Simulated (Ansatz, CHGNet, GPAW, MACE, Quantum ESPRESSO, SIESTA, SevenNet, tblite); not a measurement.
## Ru(0001) slab (54 atoms) in Quantum ESPRESSO

Wanted: Quantum ESPRESSO inputs and outputs for Ru(0001) slab (54 atoms), checked against a plane-wave reference.

Method: the method is named at each step, in Quantum ESPRESSO 7.5.

## Step 1: Starting point

The cell holds 54 atoms: 54 Ru. Its edges and angles: a = 8.118 Å, b = 8.118 Å, c = 22.705 Å, α = 90.0°, β = 90.0°, γ = 60.0°. It derives from Ru (hcp). Hcp Ru (a = 2.706 Å, c = 4.282 Å), (0001) slab of 3 repeat layers, 3 x 3 surface cells, 12 Å of vacuum; not relaxed, displaced by a Gaussian of 0.02 Å. Then every atom was moved at random, 0.02 Å r.m.s. a Cartesian component. Vacuum lies along c.

The yardstick, on the same geometry:

| Item | Value |
| --- | --- |
| method | Kohn-Sham DFT, PBE, PAW, plane waves (Ansatz 0.2.0); cutoff 420 eV, Γ point, fermi-dirac smearing of 0.05 eV; PAW set soft_2 |
| r.m.s. force component | 0.5556 eV/Å |
| longest force | 1.432 eV/Å |
| SCF cycles | 12 |
| time | 30 s on 4 threads of Arm Neoverse V1, shared host |
| CPU time | 1.9 min |

## Step 2: PBE, sssp-1.3.0-efficiency, 45/360 Ry

Method: Kohn-Sham DFT, PBE, SSSP efficiency 1.3.0 pseudopotentials, plane waves.

The input, pw.in:

```
&control
  calculation = 'scf'
  pseudo_dir = './pseudo'
  outdir = './tmp'
  disk_io = 'none'
  tprnfor = .true.
/
&system
  ibrav = 0
  nat = 54
  ntyp = 1
  ecutwfc = 45
  ecutrho = 360
  nosym = .true.
  occupations = 'smearing'
  smearing = 'fd'
  degauss = 0.003675
/
&electrons
  conv_thr = 2.7e-07
  electron_maxstep = 100
  mixing_beta = 0.2
  mixing_mode = 'local-TF'
  diagonalization = 'david'
/
ATOMIC_SPECIES
Ru 101.070 Ru.upf
CELL_PARAMETERS angstrom
8.11800 0.00000 0.00000
4.05900 7.03039 0.00000
0.00000 0.00000 22.70500
ATOMIC_POSITIONS crystal
Ru 0.99092 0.00056 0.26610
Ru 0.88787 0.22409 0.35782
Ru 0.99900 0.99781 0.45180
Ru 0.90044 0.21479 0.54758
Ru 0.99714 0.00513 0.64165
Ru 0.89726 0.21691 0.73753
Ru 0.33602 0.00071 0.26332
Ru 0.21877 0.23178 0.35907
Ru 0.33514 0.00184 0.45439
Ru 0.22534 0.22212 0.54949
Ru 0.33521 0.00080 0.63876
Ru 0.22245 0.22124 0.73592
Ru 0.99991 0.33013 0.26387
Ru 0.89159 0.55894 0.35810
Ru 0.00236 0.33247 0.45270
Ru 0.88584 0.56010 0.54964
Ru 0.99620 0.33631 0.64324
Ru 0.88872 0.56120 0.73318
Ru 0.66808 0.99687 0.26456
Ru 0.54905 0.22165 0.35883
Ru 0.66217 0.00266 0.45470
Ru 0.55156 0.22680 0.54678
Ru 0.66271 0.00309 0.64205
Ru 0.55774 0.22467 0.73592
Ru 0.32892 0.33546 0.26304
Ru 0.22557 0.55380 0.35959
Ru 0.33380 0.33052 0.45421
Ru 0.22071 0.55964 0.54834
Ru 0.33130 0.33422 0.64286
Ru 0.21966 0.55513 0.73714
Ru 0.00146 0.66346 0.26524
Ru 0.89562 0.88409 0.35671
Ru 0.99785 0.67072 0.45388
Ru 0.89092 0.89076 0.54908
Ru 0.99876 0.66655 0.64148
Ru 0.89186 0.88651 0.73407
Ru 0.66479 0.33455 0.26389
Ru 0.54992 0.55471 0.35717
Ru 0.66128 0.34012 0.45480
Ru 0.54783 0.55761 0.54795
Ru 0.66736 0.33786 0.64281
Ru 0.55411 0.55850 0.73497
Ru 0.32827 0.66775 0.26466
Ru 0.21940 0.89112 0.35775
Ru 0.32757 0.67240 0.45598
Ru 0.21882 0.89191 0.54772
Ru 0.33148 0.67189 0.64213
Ru 0.22822 0.88572 0.73507
Ru 0.66358 0.67429 0.26232
Ru 0.56228 0.88401 0.35649
Ru 0.66396 0.67028 0.45250
Ru 0.54749 0.89681 0.54503
Ru 0.66357 0.66919 0.64250
Ru 0.55823 0.88827 0.73532
K_POINTS gamma
```

On the command line:

```sh
> OMP_NUM_THREADS=1 mpirun -np 4 pw.x -in pw.in > output.txt
```

What it wrote:

```text
Program PWSCF
     gamma-point specific algorithms are used
     Message from routine setup:
     no reason to have ecutrho>4*ecutwfc
     one sub-group per band group will be used
     scalapack distributed-memory algorithm (size of sub-group:  2*  2 procs)
     Parallelization info
     sticks:   dense  smooth     PW     G-vecs:    dense   smooth      PW
     Min        1462     728    185               252239    89204   11142
     Max        1465     730    188               252250    89211   11148
     Sum        5851    2917    745              1008985   356835   44575
     bravais-lattice index     =            0
     lattice parameter (alat)  =      15.3408  a.u.
     unit-cell volume          =    8744.7334 (a.u.)^3
     number of atoms/cell      =           54
     number of atomic types    =            1
     number of electrons       =       864.00
     number of Kohn-Sham states=          518
     kinetic-energy cutoff     =      45.0000  Ry
     charge density cutoff     =     360.0000  Ry
     scf convergence threshold =      2.7E-07
     mixing beta               =       0.2000
     number of iterations used =            8  local-TF  mixing
     Exchange-correlation= PBE
                           (   1   4   3   4   0   0   0)
     crystal axes: (cart. coord. in units of alat)
               a(1) = (   1.000000   0.000000   0.000000 )
               a(2) = (   0.500000   0.866025   0.000000 )
               a(3) = (   0.000000   0.000000   2.796871 )
     reciprocal axes: (cart. coord. in units 2 pi/alat)
               b(1) = (  1.000000 -0.577351  0.000000 )
               b(2) = (  0.000000  1.154701  0.000000 )
               b(3) = (  0.000000  0.000000  0.357542 )
     PseudoPot. # 1 for Ru:
     Pseudo is Norm-conserving, Zval = 16.0
     atomic species   valence    mass     pseudopotential
     Ru               16.00   101.07000     Ru( 1.00)
     No symmetry found
   Cartesian axes
     number of k points=     1  Fermi-Dirac smearing, width (Ry)=  0.0037
                       cart. coord. in units 2pi/alat
        k(    1) = (   0.0000000   0.0000000   0.0000000), wk =   2.0000000
     Dense  grid:   504493 G-vectors     FFT dimensions: (  96,  96, 270)
     Smooth grid:   178418 G-vectors     FFT dimensions: (  72,  72, 192)
     Initial potential from superposition of free atoms
     starting charge     863.9702, renormalised to     864.0000
     negative rho (up, down):  4.784E-06 0.000E+00
     Starting wfcs are  540 randomized atomic wfcs
     Self-consistent Calculation
     iteration #  1     ecut=    45.00 Ry     beta= 0.20
     total energy              =  -10177.98658647 Ry
     estimated scf accuracy    <      32.20377461 Ry
     iteration #  2     ecut=    45.00 Ry     beta= 0.20
     total energy              =  -10177.95374022 Ry
     estimated scf accuracy    <       7.91086466 Ry
     iteration #  3     ecut=    45.00 Ry     beta= 0.20
     total energy              =  -10177.56839715 Ry
     estimated scf accuracy    <       3.23714560 Ry
     iteration #  4     ecut=    45.00 Ry     beta= 0.20
     total energy              =  -10177.38806775 Ry
     estimated scf accuracy    <       1.83081821 Ry
     iteration #  5     ecut=    45.00 Ry     beta= 0.20
     total energy              =  -10177.49672134 Ry
     estimated scf accuracy    <       0.27487382 Ry
     iteration #  6     ecut=    45.00 Ry     beta= 0.20
     total energy              =  -10177.47253127 Ry
     estimated scf accuracy    <       0.32001340 Ry
[...]
negative rho (up, down):  3.899E-05 0.000E+00
[...]
negative rho (up, down):  2.195E-02 0.000E+00
[...]
negative rho (up, down):  4.093E-02 0.000E+00
[...]
negative rho (up, down):  2.938E-02 0.000E+00
[...]
negative rho (up, down):  8.505E-03 0.000E+00
[...]
negative rho (up, down):  2.047E-03 0.000E+00
[...]
negative rho (up, down):  8.192E-04 0.000E+00
[...]
negative rho (up, down):  3.269E-05 0.000E+00
     total energy              =  -10177.42001818 Ry
[...]
iteration # 18     ecut=    45.00 Ry     beta= 0.20
     total energy              =  -10177.42004406 Ry
     estimated scf accuracy    <       0.00000337 Ry
     iteration # 19     ecut=    45.00 Ry     beta= 0.20
     total energy              =  -10177.42005154 Ry
     estimated scf accuracy    <       0.00000090 Ry
     iteration # 20     ecut=    45.00 Ry     beta= 0.20
     End of self-consistent calculation
          k = 0.0000 0.0000 0.0000 ( 22288 PWs)   bands (ev):
   -61.6909 -61.6448 -61.6224 -61.5963 -61.5901 -61.5832 -61.5700 -61.5627
   -61.5609 -61.5554 -61.5514 -61.5391 -61.5305 -61.5284 -61.5237 -61.5212
   -61.5141 -61.5008 -61.4963 -61.4945 -61.4897 -61.4845 -61.4793 -61.4751
   -61.4654 -61.4569 -61.4562 -61.4502 -61.4437 -61.4352 -61.4326 -61.4163
   -61.4101 -61.4063 -61.3999 -61.3926 -61.3859 -61.3669 -61.3573 -61.3554
   -61.3524 -61.3492 -61.3328 -61.3292 -61.3260 -61.3056 -61.3026 -61.2988
[...]
12.5962  12.6207  12.6262  12.6345  12.6593  12.6792  12.6955  12.7115
    12.7186  12.7488  12.7751  12.8542  12.8608  12.8668  12.8788  12.9008
    12.9118  13.1424  13.1532  13.1588  13.1900  13.2038  13.2127  13.8448
    13.8704  13.8968  13.9012  13.9231  13.9316  15.5639
     the Fermi energy is    11.7376 ev
!    total energy              =  -10177.42005165 Ry
     estimated scf accuracy    <       0.00000010 Ry
     smearing contrib. (-TS)   =      -0.08168853 Ry
     internal energy E=F+TS    =  -10177.33836312 Ry
     The total energy is F=E-TS. E is the sum of the following terms:
     one-electron contribution =  -65150.52251264 Ry
     hartree contribution      =   32789.94196247 Ry
     xc contribution           =   -1068.34800370 Ry
     ewald contribution        =   23251.59019075 Ry
     convergence has been achieved in  20 iterations
     Forces acting on atoms (cartesian axes, Ry/au):
     atom    1 type  1   force =     0.00649442    0.02425607    0.04561491
     atom    2 type  1   force =     0.00477574   -0.00848881   -0.03951970
     atom    3 type  1   force =    -0.00353667   -0.00741668   -0.00279318
     atom    4 type  1   force =    -0.00511784    0.01219251   -0.02180421
     atom    5 type  1   force =     0.00388777   -0.00422177    0.04370646
     atom    6 type  1   force =    -0.00415056   -0.00922853   -0.05316259
[...]
atom   52 type  1   force =     0.02601739   -0.02968924    0.00224717
     atom   53 type  1   force =    -0.01529606    0.01545332    0.03177285
     atom   54 type  1   force =    -0.00033220    0.00246669   -0.04199190
     Total force =     0.271349     Total SCF correction =     0.001320
     Message from routine punch:
     Nothing written, as per user request (disk_io='none')
```

The job ended after 3.4 min (4 MPI ranks of Arm Neoverse V1, shared host; peak memory 1.8 GiB).

Banners, paths, timers and routine set-up lines are dropped from the logs unmarked, and long logs keep their key lines alone; longer cuts are marked.

Against the reference:

* r.m.s. force component: 0.5481 eV/Å
* r.m.s. difference of force components: 9.382 meV/Å
* longest difference of force vectors: 32.77 meV/Å
* force difference over r.m.s. force: 1.689 %
* slope of forces against the reference's: 0.9865
* correlation of force components: 1

Local excerpt of 10 atoms (numbers count through the whole input) about Ru24, which bears the longest force; x, y, z are measured from there.

```
atom      x      y      z  distance (Å)  bonds     Fx     Fy  Fz (eV/Å)
Ru24   0.00   0.00   0.00          0.00      9   0.09   0.16      -1.40
Ru41   1.35   0.80  -2.11          2.63     12   0.39  -0.56       1.01
Ru23  -0.05  -1.56  -2.13          2.64     12  -0.14   0.21       0.99
Ru29  -1.39   0.77  -2.11          2.65     12   0.20  -0.03       1.06
Ru42   1.33   2.35  -0.02          2.70      9  -0.26   0.10      -1.12
Ru30  -1.40   2.32   0.03          2.71      9   0.03  -0.13      -1.38
 Ru6   2.72  -0.05   0.04          2.73      9  -0.11  -0.24      -1.37
Ru54  -1.36  -2.37  -0.01          2.73      9  -0.01   0.06      -1.08
Ru36   1.34  -2.38  -0.04          2.73      9   0.00   0.30      -1.05
Ru12  -2.74  -0.02   0.00          2.74      9  -0.10   0.11      -1.03
```

Forces lie 1.7 % from the reference's, at 7.3 times its CPU time.

## Step 3: Outcome

| Item | Value |
| --- | --- |
| force difference from the reference | QE PBE, sssp-1.3.0-efficiency, 45/360 Ry, 1.7 % |
| its CPU time | 14 min |

What this shows: PBE on plane waves or a grid with other potentials, cutoffs or grids differs from the reference by 1.7 % (QE PBE, sssp-1.3.0-efficiency, 45/360 Ry) of the r.m.s. force; this holds the reference's own error, so differences of a few per cent don't tell which side is nearer the exact PBE result (QE's 45 Ry are 612 eV, against the reference's 420 eV). The electronic-structure runs sample only Γ, in a cell whose shortest periodic width is 7 Å, which is coarse for a cell with partly filled levels.

[Also dropped from logs without a mark: logging warnings of Python, and SIESTA's first energy breakdown and zero terms.]

[Logs are printed without paths, hosts, clocks, repeated set-up lines and the standing remarks that a program may print on its own settings, such as how far it seeks lower states.]

[Hosts, paths, dates, database ids (printed as entryN), source tags and the programs' standing remarks are cut or masked in the printed files.]
